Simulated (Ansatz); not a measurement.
Planning a run of Ansatz 0.2.0 on MoS2 (P6_3/mmc). The input:

```yaml
crystal:
  lattice:
    - [3.169, 0.0, 0.0]
    - [-1.5845, 2.7444345046, 0.0]
    - [0.0, 0.0, 12.324]
  atoms:
    - { symbol: Mo, position: [0.3333333333, 0.6666666667, 0.25] }
    - { symbol: Mo, position: [0.6666666667, 0.3333333333, 0.75] }
    - { symbol: S, position: [0.3333333333, 0.6666666667, 0.623] }
    - { symbol: S, position: [0.6666666667, 0.3333333333, 0.123] }
    - { symbol: S, position: [0.3333333333, 0.6666666667, 0.877] }
    - { symbol: S, position: [0.6666666667, 0.3333333333, 0.377] }
kpoints:
  mp_grid: { grid: [6, 6, 2] }
  band_path:
    path:
      - [0.0, 0.0, 0.0]
      - [0.5, 0.0, 0.0]
      - [0.33333333, 0.33333333, 0.0]
      - [0.0, 0.0, 0.5]
      - [0.5, 0.0, 0.5]
      - [0.33333333, 0.33333333, 0.5]
      - [0.1666666667, 0.1666666667, 0.0]
    npoints: 1
hamiltonian:
  xc: hse06
scf:
  occupations: { method: fixed }
  n_extra_bands: 6
output:
  eigenvalues: true
```

The database entry behind the starting cell differs from later determinations by our own check (about 0.3 % long), so it need not match the best structure at ambient conditions.

```sh
ansatz run input.yaml --threads 3 --pin off --max-ram 92160MiB --backend cuda --events-out ev --progress --plain --runs-dir out --devices 1 --max-vram 13GiB  # rebuilt from the run's record
```

Question: How long will it take on 1 × NVIDIA H100 80GB HBM3 (shared by 6 runs) with 3 threads of AMD EPYC 7R13 (Zen 3), shared host, and how much memory?

It took 20 s; on shared hardware allow 9.8 s to 39 s. Peak host memory was 1.3 GiB. The sizes that set the cost: 2081 plane waves a state, 14 irreducible k points and 16 SCF cycles.

Exact exchange couples every pair of k points and filled bands, so it costs far more than a semilocal run.

[Paths, hosts, dates, memory and timing lines, banners, echoed tables and standing remarks are left out of the program output.]

[Logs are printed without paths, hosts, clocks, repeated set-up lines and the standing remarks that a program may print on its own settings, such as how far it seeks lower states.]

[Runs of the session that timed out or met a known fault of the program may be left out.]

[Cells called generated may have been cut or substituted from an entry of the Crystallography Open Database or the Materials Project.]

[Hosts, paths, dates, database ids (printed as entryN), source tags and the programs' standing remarks are cut or masked in the printed files.]
